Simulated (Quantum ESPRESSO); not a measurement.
# antimonene, 1 layer, rectangular cell, stepped through strain along the first axis, part 6 of 7

Aim: how the results for antimonene, 1 layer, rectangular cell change with strain along the first axis.

Quantum ESPRESSO 7.5; plane-wave DFT, PBE, GBRV ultrasoft pseudopotentials.

So far. Step 6 (Bands along a path, -4 %): Along this path the valence top lies at Γ and the conduction bottom between Γ and X. Step 7 (Relaxation with pw.x, -3 %): The relaxation lowers the energy by 2 meV an atom.

### Step 9. Relaxation with pw.x, 3 %

The input, m7.relax.in:

```
&control
  prefix = 'm7.relax'
  outdir = './out'
  pseudo_dir = './pseudo'
  nstep = 40
  forc_conv_thr = 0.0003
  calculation = 'relax'
  tstress = .true.
/
&system
  ibrav = 0
  nat = 4
  ntyp = 1
  ecutwfc = 50
  ecutrho = 250
  occupations = 'smearing'
  smearing = 'fd'
  degauss = 0.002
/
&electrons
  conv_thr = 1e-09
  mixing_beta = 0.4
  electron_maxstep = 120
  mixing_mode = 'plain'
/
&ions
/
ATOMIC_SPECIES
  Sb  121.7600  sb_pbe_v1.4.uspp.F.UPF
CELL_PARAMETERS angstrom
  4.24228304097000 0.00000000000000 0.00000000000000
  0.00000000000000 7.13289968800000 0.00000000000000
  0.00000000000000 0.00000000000000 16.65000000000000
ATOMIC_POSITIONS crystal
  Sb  0.500000000000 0.166642869700 0.450828835200
  Sb  0.000000000000 0.666640176400 0.450828367900
  Sb  0.000000000000 0.333359823600 0.549171632100
  Sb  0.500000000000 0.833357130300 0.549171164800
K_POINTS automatic
  8 4 1 0 0 0
```

Run with:

```sh
> OMP_NUM_THREADS=1 mpirun -n 4 pw.x -nk 2 -in m7.relax.in > m7.relax.out
```

Log:

```text
[banner, memory and clock lines left out]
Program PWSCF v.7.5 starts
[...]
Message from routine setup:
[...]
number of electrons       =        60.00
     number of Kohn-Sham states=           36
     kinetic-energy cutoff     =      50.0000  Ry
     charge density cutoff     =     250.0000  Ry
[...]
number of k points=    15  Fermi-Dirac smearing, width (Ry)=  0.0020
[...]
Dense  grid:   226977 G-vectors     FFT dimensions: (  45,  72, 160)
[...]
negative rho (up, down):  4.946E-04 0.000E+00
     Starting wfcs are   36 randomized atomic wfcs
[...]
negative rho (up, down):  3.051E-05 0.000E+00
[...]
estimated scf accuracy    <       4.46246527 Ry
[...]
negative rho (up, down):  1.217E-05 0.000E+00
[...]
estimated scf accuracy    <       0.24986540 Ry
[...]
negative rho (up, down):  5.110E-05 0.000E+00
[...]
estimated scf accuracy    <       0.01362867 Ry
[...]
negative rho (up, down):  1.245E-04 0.000E+00
[...]
estimated scf accuracy    <       0.00197096 Ry
[...]
negative rho (up, down):  9.962E-05 0.000E+00
[...]
estimated scf accuracy    <       0.00004729 Ry
[...]
negative rho (up, down):  9.695E-05 0.000E+00
[...]
estimated scf accuracy    <       0.00000885 Ry
[...]
negative rho (up, down):  9.944E-05 0.000E+00
[...]
estimated scf accuracy    <       0.00000139 Ry
[...]
negative rho (up, down):  1.017E-04 0.000E+00
[...]
estimated scf accuracy    <       0.00000019 Ry
[...]
negative rho (up, down):  1.037E-04 0.000E+00
[...]
estimated scf accuracy    <       0.00000003 Ry
[...]
negative rho (up, down):  1.051E-04 0.000E+00
[...]
estimated scf accuracy    <          1.6E-09 Ry
[...]
negative rho (up, down):  1.076E-04 0.000E+00
[...]
the Fermi energy is    -0.7310 ev
!    total energy              =    -739.78301042 Ry
     estimated scf accuracy    <          1.9E-10 Ry
     smearing contrib. (-TS)   =      -0.00000000 Ry
     internal energy E=F+TS    =    -739.78301042 Ry
[...]
one-electron contribution =   -1762.86996723 Ry
     hartree contribution      =     891.16663598 Ry
     xc contribution           =    -175.97177009 Ry
     ewald contribution        =     307.89209092 Ry
     convergence has been achieved in  11 iterations
     negative rho (up, down):  1.076E-04 0.000E+00
[...]
Total force =     0.015951     Total SCF correction =     0.000113
[...]
negative rho (up, down):  1.076E-04 0.000E+00
[...]
negative rho (up, down):  1.129E-04 0.000E+00
[...]
negative rho (up, down):  1.096E-04 0.000E+00
[...]
estimated scf accuracy    <       0.00000539 Ry
[...]
negative rho (up, down):  1.090E-04 0.000E+00
[...]
estimated scf accuracy    <       0.00000111 Ry
[...]
negative rho (up, down):  1.083E-04 0.000E+00
[...]
estimated scf accuracy    <       0.00000005 Ry
[...]
negative rho (up, down):  1.079E-04 0.000E+00
[...]
estimated scf accuracy    <          4.8E-09 Ry
[...]
negative rho (up, down):  1.074E-04 0.000E+00
[...]
the Fermi energy is    -0.8576 ev
!    total energy              =    -739.78322708 Ry
     estimated scf accuracy    <          6.6E-10 Ry
     smearing contrib. (-TS)   =      -0.00000000 Ry
     internal energy E=F+TS    =    -739.78322708 Ry
[...]
one-electron contribution =   -1764.74351532 Ry
     hartree contribution      =     892.08993735 Ry
     xc contribution           =    -175.97786714 Ry
     ewald contribution        =     308.84821802 Ry
     convergence has been achieved in   5 iterations
     negative rho (up, down):  1.074E-04 0.000E+00
[...]
Total force =     0.011176     Total SCF correction =     0.000107
[...]
negative rho (up, down):  1.074E-04 0.000E+00
[...]
negative rho (up, down):  1.135E-04 0.000E+00
[...]
negative rho (up, down):  1.096E-04 0.000E+00
[...]
estimated scf accuracy    <       0.00000607 Ry
[...]
negative rho (up, down):  1.089E-04 0.000E+00
[...]
estimated scf accuracy    <       0.00000127 Ry
[...]
negative rho (up, down):  1.081E-04 0.000E+00
[...]
estimated scf accuracy    <       0.00000007 Ry
[...]
negative rho (up, down):  1.076E-04 0.000E+00
[...]
estimated scf accuracy    <       0.00000002 Ry
[...]
negative rho (up, down):  1.075E-04 0.000E+00
[...]
estimated scf accuracy    <          2.4E-09 Ry
[...]
negative rho (up, down):  1.073E-04 0.000E+00
[...]
estimated scf accuracy    <          8.9E-11 Ry
[...]
negative rho (up, down):  1.073E-04 0.000E+00
[...]
the Fermi energy is    -0.8561 ev
!    total energy              =    -739.78337731 Ry
     estimated scf accuracy    <          9.4E-12 Ry
     smearing contrib. (-TS)   =      -0.00000000 Ry
     internal energy E=F+TS    =    -739.78337731 Ry
[...]
one-electron contribution =   -1766.69825979 Ry
     hartree contribution      =     893.05313543 Ry
     xc contribution           =    -175.98421561 Ry
     ewald contribution        =     309.84596265 Ry
     convergence has been achieved in   7 iterations
     negative rho (up, down):  1.073E-04 0.000E+00
[...]
Total force =     0.006053     Total SCF correction =     0.000018
[...]
negative rho (up, down):  1.073E-04 0.000E+00
[...]
negative rho (up, down):  1.147E-04 0.000E+00
[...]
negative rho (up, down):  1.098E-04 0.000E+00
[...]
estimated scf accuracy    <       0.00000749 Ry
[...]
negative rho (up, down):  1.091E-04 0.000E+00
[...]
estimated scf accuracy    <       0.00000160 Ry
[...]
negative rho (up, down):  1.082E-04 0.000E+00
[...]
estimated scf accuracy    <       0.00000007 Ry
[...]
negative rho (up, down):  1.076E-04 0.000E+00
[...]
estimated scf accuracy    <          8.2E-09 Ry
[...]
negative rho (up, down):  1.073E-04 0.000E+00
[...]
estimated scf accuracy    <          1.7E-09 Ry
[...]
negative rho (up, down):  1.071E-04 0.000E+00
[...]
estimated scf accuracy    <          1.1E-10 Ry
[...]
negative rho (up, down):  1.071E-04 0.000E+00
[...]
the Fermi energy is    -0.8554 ev
!    total energy              =    -739.78344024 Ry
     estimated scf accuracy    <          5.8E-12 Ry
     smearing contrib. (-TS)   =      -0.00000000 Ry
     internal energy E=F+TS    =    -739.78344024 Ry
[...]
one-electron contribution =   -1768.81513942 Ry
     hartree contribution      =     894.09594023 Ry
     xc contribution           =    -175.99109643 Ry
     ewald contribution        =     310.92685538 Ry
     convergence has been achieved in   7 iterations
     negative rho (up, down):  1.071E-04 0.000E+00
[...]
Total force =     0.001639     Total SCF correction =     0.000012
[...]
negative rho (up, down):  1.071E-04 0.000E+00
[...]
negative rho (up, down):  1.071E-04 0.000E+00
[...]
negative rho (up, down):  1.070E-04 0.000E+00
[...]
estimated scf accuracy    <       0.00000002 Ry
[...]
negative rho (up, down):  1.071E-04 0.000E+00
[...]
estimated scf accuracy    <          6.5E-09 Ry
[...]
negative rho (up, down):  1.071E-04 0.000E+00
[...]
estimated scf accuracy    <          3.8E-10 Ry
[...]
negative rho (up, down):  1.071E-04 0.000E+00
[...]
estimated scf accuracy    <          1.0E-10 Ry
[...]
negative rho (up, down):  1.071E-04 0.000E+00
[...]
estimated scf accuracy    <          1.0E-11 Ry
[...]
negative rho (up, down):  1.070E-04 0.000E+00
[...]
the Fermi energy is    -0.8561 ev
!    total energy              =    -739.78344256 Ry
     estimated scf accuracy    <          3.3E-13 Ry
     smearing contrib. (-TS)   =      -0.00000000 Ry
     internal energy E=F+TS    =    -739.78344256 Ry
[...]
one-electron contribution =   -1768.73574685 Ry
     hartree contribution      =     894.05682002 Ry
     xc contribution           =    -175.99081568 Ry
     ewald contribution        =     310.88629995 Ry
     convergence has been achieved in   6 iterations
     negative rho (up, down):  1.070E-04 0.000E+00
[...]
Total force =     0.001221     Total SCF correction =     0.000003
[...]
negative rho (up, down):  1.070E-04 0.000E+00
[...]
negative rho (up, down):  1.070E-04 0.000E+00
[...]
negative rho (up, down):  1.070E-04 0.000E+00
[...]
estimated scf accuracy    <       0.00000004 Ry
[...]
negative rho (up, down):  1.070E-04 0.000E+00
[...]
estimated scf accuracy    <          9.4E-09 Ry
[...]
negative rho (up, down):  1.070E-04 0.000E+00
[...]
estimated scf accuracy    <          5.6E-10 Ry
[...]
negative rho (up, down):  1.070E-04 0.000E+00
[...]
estimated scf accuracy    <          1.6E-10 Ry
[...]
negative rho (up, down):  1.070E-04 0.000E+00
[...]
estimated scf accuracy    <          1.7E-11 Ry
[...]
negative rho (up, down):  1.070E-04 0.000E+00
[...]
the Fermi energy is    -0.8569 ev
!    total energy              =    -739.78344434 Ry
     estimated scf accuracy    <          5.9E-13 Ry
     smearing contrib. (-TS)   =      -0.00000000 Ry
     internal energy E=F+TS    =    -739.78344434 Ry
[...]
one-electron contribution =   -1768.61084548 Ry
     hartree contribution      =     893.99528949 Ry
     xc contribution           =    -175.99038392 Ry
     ewald contribution        =     310.82249557 Ry
     convergence has been achieved in   6 iterations
     negative rho (up, down):  1.070E-04 0.000E+00
[...]
Total force =     0.000713     Total SCF correction =     0.000003
[...]
negative rho (up, down):  1.070E-04 0.000E+00
[...]
```

Elapsed: 4.8 min, on 4 MPI ranks of Arm Neoverse V1, shared host; peak memory 1.2 GiB.

Relaxation path:

| step | energy less that of the first step (eV) | largest force (eV/Å) |
| --- | --- | --- |
| 1 | 0.0000 | 0.2052 |
| 2 | -0.0029 | 0.1441 |
| 3 | -0.0050 | 0.0779 |
| 4 | -0.0058 | 0.0213 |
| 5 | -0.0059 | 0.0159 |
| 6 | -0.0059 | 0.0093 |

The atoms that moved most (Å):

```csv
atom,dx,dy,dz,length
Sb2,0.000,0.009,0.011,0.014
Sb3,0.000,-0.009,-0.011,0.014
Sb4,0.000,-0.009,-0.011,0.014
Sb1,0.000,0.009,0.011,0.014
```

The relaxation lowers the energy by 1 meV an atom.

Numbers from this step:

- free energy: -10065.2665 eV
- Fermi energy: -0.8569 eV

### Step 10. Ground state, 3 %

The input, m7.scf.in:

```
&control
  prefix = 'm7.scf'
  outdir = './out'
  pseudo_dir = './pseudo'
  calculation = 'scf'
  tprnfor = .true.
/
&system
  ibrav = 0
  nat = 4
  ntyp = 1
  ecutwfc = 40
  ecutrho = 200
  occupations = 'smearing'
  smearing = 'fd'
  degauss = 0.002
  nbnd = 34
/
&electrons
  conv_thr = 1e-09
  mixing_beta = 0.4
  electron_maxstep = 120
  mixing_mode = 'plain'
/
ATOMIC_SPECIES
  Sb  121.7600  sb_pbe_v1.4.uspp.F.UPF
CELL_PARAMETERS angstrom
  4.24228304097000 0.00000000000000 0.00000000000000
  0.00000000000000 7.13289968800000 0.00000000000000
  0.00000000000000 0.00000000000000 16.65000000000000
ATOMIC_POSITIONS crystal
  Sb  0.500000000000 0.167895498500 0.451508394900
  Sb  0.000000000000 0.667897404100 0.451511223400
  Sb  0.000000000000 0.332102595900 0.548488776600
  Sb  0.500000000000 0.832104501500 0.548491605100
K_POINTS automatic
  8 4 1 0 0 0
```

Run with:

```sh
> OMP_NUM_THREADS=1 mpirun -n 4 pw.x -nk 2 -in m7.scf.in > m7.scf.out
```

Log:

```text
[banner, memory and clock lines left out]
Program PWSCF v.7.5 starts
[...]
Message from routine setup:
[...]
number of electrons       =        60.00
     number of Kohn-Sham states=           34
     kinetic-energy cutoff     =      40.0000  Ry
     charge density cutoff     =     200.0000  Ry
[...]
number of k points=    15  Fermi-Dirac smearing, width (Ry)=  0.0020
[...]
Dense  grid:   162233 G-vectors     FFT dimensions: (  40,  64, 144)
[...]
negative rho (up, down):  1.106E-03 0.000E+00
     Starting wfcs are   36 randomized atomic wfcs
[...]
negative rho (up, down):  2.089E-04 0.000E+00
[...]
estimated scf accuracy    <       4.42433023 Ry
[...]
negative rho (up, down):  1.008E-04 0.000E+00
[...]
estimated scf accuracy    <       0.25389119 Ry
[...]
negative rho (up, down):  2.725E-04 0.000E+00
[...]
estimated scf accuracy    <       0.01373340 Ry
[...]
negative rho (up, down):  4.258E-04 0.000E+00
[...]
estimated scf accuracy    <       0.00161408 Ry
[...]
negative rho (up, down):  4.063E-04 0.000E+00
[...]
estimated scf accuracy    <       0.00004878 Ry
[...]
negative rho (up, down):  4.215E-04 0.000E+00
[...]
estimated scf accuracy    <       0.00000981 Ry
[...]
negative rho (up, down):  4.369E-04 0.000E+00
[...]
estimated scf accuracy    <       0.00000180 Ry
[...]
negative rho (up, down):  4.481E-04 0.000E+00
[...]
estimated scf accuracy    <       0.00000013 Ry
[...]
negative rho (up, down):  4.559E-04 0.000E+00
[...]
estimated scf accuracy    <       0.00000001 Ry
[...]
negative rho (up, down):  4.609E-04 0.000E+00
[...]
estimated scf accuracy    <          3.5E-09 Ry
[...]
negative rho (up, down):  4.690E-04 0.000E+00
[...]
the Fermi energy is    -0.7802 ev
!    total energy              =    -739.78003324 Ry
     estimated scf accuracy    <          1.3E-10 Ry
     smearing contrib. (-TS)   =      -0.00000000 Ry
     internal energy E=F+TS    =    -739.78003324 Ry
[...]
one-electron contribution =   -1768.62186979 Ry
     hartree contribution      =     894.01084014 Ry
     xc contribution           =    -175.99149908 Ry
     ewald contribution        =     310.82249549 Ry
     convergence has been achieved in  11 iterations
     negative rho (up, down):  4.690E-04 0.000E+00
[...]
Total force =     0.000710     Total SCF correction =     0.000016
[...]
```

The job ended after 50 s (4 MPI ranks; peak memory 0.55 GiB; 3.3 min of CPU time).

Numbers from this step:

```
free energy                          : -10065.2201 eV
Fermi energy                         : -0.7802 eV
valence top, on the run's zero       : -1.444 eV
conduction bottom, on the run's zero : -0.1796 eV
gap by band count                    : 1.265 eV
```

[end of part 6 of 7]

[Logs are printed without paths, hosts, clocks, repeated set-up lines and the standing remarks that a program may print on its own settings, such as how far it seeks lower states.]

[Hosts, paths, dates, database ids (printed as entryN), source tags and the programs' standing remarks are cut or masked in the printed files.]

[Maps of the electrostatic potential energy from Ansatz leave out the sawtooth potential of an applied field or a dipole correction, so their vacuum need not be flat; planar profiles and work functions include it.]
